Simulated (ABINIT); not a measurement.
# GaAs (F-43m): G0W0 with ABINIT, start to end

Aim: the G0W0 gap of GaAs (F-43m) on LDA, step by step.

Calculated with ABINIT 10.8.3; LDA and many-body steps on it, plane waves.

**What was measured.**

- Gap 1.51 eV: band-edge emission energy from PL (direct gap at Gamma); photoluminescence, 633 nm excitation; 77 K; bulk crystal (MBE GaAs matrix around a thin InAs wetting layer on semi-insulating GaAs (100)) (“Photoluminescence of InAs/GaAs quantum dots under direct two-photon excitation”, 2020, pmc:7331710).

- Gap 1.412 ± 0.01 eV: direct gap E0 at Gamma from ellipsometry; variable-angle spectroscopic ellipsometry, parametric critical-point fit; 300 K; bulk crystal (semi-insulating GaAs(001) reference substrate with native oxide) (“Evidence of valence band perturbations in GaAsN/GaAs(001): A combined variable-angle spectroscopic ellipsometry and modulated photoreflectance investigation”, 2008, arxiv:0805.2212).

- Gap 1.42 eV: band-edge photoluminescence emission energy of the GaAs substrate; time-integrated photoluminescence; 300 K; bulk crystal ((001) GaAs substrate beneath GaBiAs epilayers) (“Investigation of the anisotropic electron g factor as a probe of the electronic structure of GaBixAs1-x/GaAs epilayers”, 2014, arxiv:1409.8467).

- Gap 1.42 eV: fundamental direct gap E0 at Gamma, seen as sharp points in Psi and Delta; spectroscopic ellipsometry; 300 K; bulk crystal (semi-insulating GaAs (100) substrate) (“Ellipsometric study of the Electronic Structure of GaMnAs and LT-GaAs”, 2004, arxiv:cond-mat/0404304).

- Gap 1.418 ± 0.005 eV: direct gap E0 at Gamma from PR; modulated photoreflectance, low-field lineshape fit; 300 K; bulk crystal (semi-insulating GaAs(001) reference substrate) (“Evidence of valence band perturbations in GaAsN/GaAs(001): A combined variable-angle spectroscopic ellipsometry and modulated photoreflectance investigation”, 2008, arxiv:0805.2212).

**1. The structure**

The structure is cubic, space group F-43m (No. 216). Conventional cell: a = 5.654 Å, b = 5.654 Å, c = 5.654 Å, α = 90.00°, β = 90.00°, γ = 90.00°. Nearest to Ga lie 4 As at 2.45 Å. As has 4 Ga at 2.45 Å nearest. Farther neighbours are not listed.

The cell and positions come from the Crystallography Open Database and are kept as given unless a step says otherwise.

**2. Ground state**

This step: ABINIT 10.8.3; DFT, LDA, plane waves, norm-conserving pseudopotentials.

The ground-state density comes first.

run.abi

```
acell 3*1.0 Angstrom
rprim 
  0.000000000000 2.826850000000 2.826850000000
  2.826850000000 0.000000000000 2.826850000000
  2.826850000000 2.826850000000 0.000000000000
ntypat 2
znucl 31 33
natom 2
typat 1 2
xred 
  0.000000000000 0.000000000000 0.000000000000
  0.250000000000 0.250000000000 0.250000000000
pp_dirpath "pseudos"
pseudos "Ga.upf, As.upf"
ecut 45
ngkpt 6 6 6
nshiftk 1
shiftk 0 0 0
kptopt 1
chksymbreak 0
nband 27
occopt 1
tolvrs 1e-10
nstep 60
prtwf 0
optforces 0
optstress 0
indata_prefix "in"
outdata_prefix "out"
tmpdata_prefix "tmp"
```

Started as:

```bash
$ OMP_NUM_THREADS=1 mpirun -n 4 abinit run.abi > log
```

Numbers of over 12 decimals in the logs are rounded to 6 here.

What it wrote:

```text
.Version 10.8.3 of ABINIT. v10.8.2 released Aug 2026.

 Symmetries : space group F-4 3 m (#216); Bravais cF (face-center cubic)
================================================================================
 Values of the parameters that define the memory need of the present run
     intxc =       0    ionmov =       0      iscf =       7    lmnmax =       6
     lnmax =       6     mgfft =      48  mpssoang =       3    mqgrid =    3001
     natom =       2  nloc_mem =       1    nspden =       1   nspinor =       1
    nsppol =       1      nsym =      24    n1xccc =    2501    ntypat =       2
    occopt =       1   xclevel =       1
-    mband =          27        mffmem =           1         mkmem =           4
       mpw =        4428          nfft =      110592          nkpt =          16
================================================================================
  Rough estimation (10% accuracy) of disk space for files :
================================================================================

--------------------------------------------------------------------------------
------------- Echo of variables that govern the present computation ------------
--------------------------------------------------------------------------------
 -outvars: echo values of preprocessed input variables --------
            acell      1.8897261259E+00  1.8897261259E+00  1.8897261259E+00 Bohr

      chksymbreak           0
             ecut      4.50000000E+01 Hartree
-          fftalg         312

              ixc       -1012
              kpt      0.00000000E+00  0.00000000E+00  0.00000000E+00
                       1.66666667E-01  0.00000000E+00  0.00000000E+00
                       3.33333333E-01  0.00000000E+00  0.00000000E+00
                       5.00000000E-01  0.00000000E+00  0.00000000E+00
                       1.66666667E-01  1.66666667E-01  0.00000000E+00
                       3.33333333E-01  1.66666667E-01  0.00000000E+00
                       5.00000000E-01  1.66666667E-01  0.00000000E+00
                      -3.33333333E-01  1.66666667E-01  0.00000000E+00
                      -1.66666667E-01  1.66666667E-01  0.00000000E+00
   [... 5 further rows ...]
                      -3.33333333E-01  3.33333333E-01  1.66666667E-01
                      -3.33333333E-01  5.00000000E-01  1.66666667E-01
         kptrlatt        6    0    0      0    6    0      0    0    6
          kptrlen      4.53281381E+01
P           mkmem           4
            natom           2
            nband          27
            ngfft          48      48      48
             nkpt          16
            nstep          60
             nsym          24
           ntypat           2
              occ      2.000000  2.000000  2.000000  2.000000  2.000000  2.000000
                       2.000000  2.000000  2.000000  2.000000  2.000000  2.000000
                       2.000000  2.000000  2.000000  2.000000  2.000000  2.000000
                       2.000000  2.000000  2.000000  2.000000  0.000000  0.000000
[...]
optforces           0
        optstress           0
            prtwf           0
            rprim      0.0000000000E+00  2.8268500000E+00  2.8268500000E+00
[...]
spgroup         216

           tolvrs      1.00000000E-10

             xred      0.0000000000E+00  0.0000000000E+00  0.0000000000E+00
[...]
znucl       31.00000   33.00000

================================================================================

 chkinp: Checking input parameters for consistency.

================================================================================
== DATASET  1 ==================================================================
-   mpi_nproc: 4, omp_nthreads: 1 (-1 if OMP is not activated)

--- !DatasetInfo
iteration_state: {dtset: 1, }
dimensions: {natom: 2, nkpt: 16, mband: 27, nsppol: 1, nspinor: 1, nspden: 1, mpw: 4428, }
cutoff_energies: {ecut:  45.0, pawecutdg:  -1.0, }
electrons: {nelect:   4.40000000E+01, charge:   0.00000000E+00, occopt:   1.00000000E+00, tsmear:   1.00000000E-02, }

 Real(R)+Recip(G) space primitive vectors, cartesian coordinates (Bohr,Bohr^-1):
 R(1)=  0.0000000  5.3419723  5.3419723  G(1)= -0.0935984  0.0935984  0.0935984
 R(2)=  5.3419723  0.0000000  5.3419723  G(2)=  0.0935984 -0.0935984  0.0935984
 R(3)=  5.3419723  5.3419723  0.0000000  G(3)=  0.0935984  0.0935984 -0.0935984
 Unit cell volume ucvol=  3.0488418E+02 bohr^3
 Angles (23,13,12)=  6.00000000E+01  6.00000000E+01  6.00000000E+01 degrees

 getcut: wavevector=  0.0000  0.0000  0.0000  ngfft=  48  48  48
         ecut(hartree)=     45.000   => boxcut(ratio)=   2.10404

--- Pseudopotential description ------------------------------------------------
- Ga Generated using ONCVPSP code by D. R. Hamann
- 31.00000  21.00000  180309                  znucl, zion, pspdat
12 -1012 2 -1 1858                            pspcod,pspxc,lmax,lloc,mmax
     nproj     2     2     2
  pspatm : epsatm=   21.89818218
         --- l  ekb(1:nproj) -->
[...]
pspatm: atomic psp has been read  and splines computed

- As Generated using ONCVPSP code by D. R. Hamann
- 33.00000  23.00000  180309                  znucl, zion, pspdat
12 -1012 2 -1 1326                            pspcod,pspxc,lmax,lloc,mmax
     nproj     2     2     2
  pspatm : epsatm=   24.70505022
         --- l  ekb(1:nproj) -->
[...]
pspatm: atomic psp has been read  and splines computed

   2.05054223E+03                                ecore*ucvol(ha*bohr**3)
--------------------------------------------------------------------------------

_setup2: Arith. and geom. avg. npw (full set) are    4396.153    4396.130

================================================================================

--- !BeginCycle
iteration_state: {dtset: 1, }
solver: {iscf: 7, nstep: 60, nline: 4, wfoptalg: 0, }
tolerances: {tolvrs: 1.00E-10, }

     iter   Etot(hartree)      deltaE(h)  residm     vres2
 ETOT  1  -553.80996823323    -5.538E+02 8.804E-01 1.305E+03
 ETOT  2  -555.91137881978    -2.101E+00 2.557E-02 2.422E+03
 ETOT  3  -556.24551733680    -3.341E-01 1.666E-02 2.973E+02
 ETOT  4  -556.26314573040    -1.763E-02 1.529E-03 1.505E+02
 ETOT  5  -556.28163873095    -1.849E-02 5.024E-04 1.622E-01
 ETOT  6  -556.28116811903     4.706E-04 2.299E-04 3.619E+00
 ETOT  7  -556.28166016372    -4.920E-04 2.486E-05 7.353E-04
 ETOT  8  -556.28166042663    -2.629E-07 1.624E-05 2.484E-04
 ETOT  9  -556.28166042866    -2.026E-09 6.825E-07 3.764E-04
 ETOT 10  -556.28166047815    -4.950E-08 1.096E-06 3.404E-08
 ETOT 11  -556.28166047816    -1.137E-11 4.431E-08 6.728E-09
 ETOT 12  -556.28166047815     1.057E-11 7.830E-08 1.339E-10
 ETOT 13  -556.28166047822    -6.958E-11 3.149E-09 1.611E-11

 At SCF step   13       vres2   =  1.61E-11 < tolvrs=  1.00E-10 =>converged.

--- !ResultsGS
iteration_state: {dtset: 1, }
comment   : Summary of ground state results
lattice_vectors:
- [  0.0000000,   5.3419723,   5.3419723, ]
- [  5.3419723,   0.0000000,   5.3419723, ]
- [  5.3419723,   5.3419723,   0.0000000, ]
lattice_lengths: [   7.55469,    7.55469,    7.55469, ]
lattice_angles: [ 60.000,  60.000,  60.000, ] # degrees, (23, 13, 12)
lattice_volume:   3.0488418E+02
convergence: {deltae: -6.958E-11, res2:  1.611E-11, residm:  3.149E-09, diffor:  0.000E+00, }
etotal    :  -5.56281660E+02
entropy   :   0.00000000E+00
fermie    :   1.97175247E-01
cartesian_stress_tensor: null
pressure_GPa: null
xred      :
- [  0.0000E+00,   0.0000E+00,   0.0000E+00, Ga]
- [  2.5000E-01,   2.5000E-01,   2.5000E-01, As]
cartesian_forces: null
force_length_stats: {min: null, max: null, mean: null, }

 Integrated electronic density in atomic spheres:
 ------------------------------------------------
 Atom  Sphere_radius  Integrated_density
    1        2.00000         18.82627538
    2        2.00000         20.38602373
================================================================================

 ----iterations are completed or convergence reached----

 Mean square residual over all n,k,spin=   73.077E-13; max=  31.490E-10
 reduced coordinates (array xred) for    2 atoms
       0.000000000000      0.000000000000      0.000000000000
       0.250000000000      0.250000000000      0.250000000000
 rms dE/dt=  0.0000E+00; max dE/dt=  0.0000E+00; dE/dt below (all hartree)
    1       0.000000000000      0.000000000000      0.000000000000
    2       0.000000000000      0.000000000000      0.000000000000

 cartesian coordinates (angstrom) at end:
    1      0.000000     0.000000     0.000000
    2      1.413425     1.413425     1.413425
 length scales=  1.889726125908  1.889726125908  1.889726125908 bohr
              =  1.000000000000  1.000000000000  1.000000000000 angstroms
 prteigrs : about to open file out_EIG
 Fermi (or HOMO) energy (hartree) =   0.19718   Average Vxc (hartree)=  -0.38159
 Eigenvalues (hartree) for nkpt=  16  k points:
 kpt#   1, nband= 27, wtk=  0.00463, kpt=  0.0000  0.0000  0.0000 (reduced coord)
  -6.56087   -5.05891   -4.49906   -4.49906   -4.49906   -3.26368   -3.26368   -3.26368
  -1.09969   -1.09969   -1.09969   -1.09933   -1.09933   -0.35167   -0.35167   -0.35167
  -0.34883   -0.34883   -0.27287    0.19718    0.19718    0.19718    0.20693    0.33248
   0.33248    0.33248    0.46674
 prteigrs : prtvol=0 or 1, do not print more k-points.

--- !EnergyTerms
iteration_state     : {dtset: 1, }
comment             : Components of total free energy in Hartree
kinetic             :  2.56006176192321E+02
hartree             :  2.39005307377232E+02
xc                  : -5.62209212904425E+01
Ewald energy        : -2.44384754666974E+02
psp_core            :  6.72564323495564E+00
local_psp           : -6.21991882119344E+02
non_local_psp       : -1.35421229205971E+02
total_energy        : -5.56281660478224E+02
total_energy_eV     : -1.51371951248286E+04
band_energy         : -8.43020194636714E+01

== END DATASET(S) ==============================================================
================================================================================

 -outvars: echo values of variables after computation  --------
           etotal     -5.5628166048E+02
            nband          27
             nkpt          16
          spgroup         216
 [... the other variables as echoed above ...]

 Calculation completed.
```

Elapsed: 25 s, on 4 MPI ranks of Arm Neoverse V1, shared host; peak memory 0.35 GiB.

Numbers from this step:

```
total energy               : -15137.1951 eV
gap                        : 0.2653 eV
k of the valence top       : 0, 0, 0
k of the conduction bottom : 0, 0, 0
least direct gap           : 0.2653 eV
```

The gap is direct, at Γ.

(Part 1 of 3 ends here.)

[Paths, hosts, dates, memory and timing lines, banners, echoed tables and standing remarks are left out of the program output.]

[Logs are printed without paths, hosts, clocks, repeated set-up lines and the standing remarks that a program may print on its own settings, such as how far it seeks lower states.]

[Runs of the session that timed out or met a known fault of the program may be left out.]

[No measured gap is set beside runs whose start may be inverted or whose files or cutoffs have a known fault.]

[Hosts, paths, dates, database ids (printed as entryN), source tags and the programs' standing remarks are cut or masked in the printed files.]

[G0W0 gaps are taken among the corrected bands and points alone; a level outside them can change the order at an edge.]

[Where Ansatz stands beside ABINIT at settings called matched, ABINIT's density can come from a denser mesh and the files from another edition; pairs whose starting gaps differed by over 0.03 eV were left out, so agreement reads better than it is.]
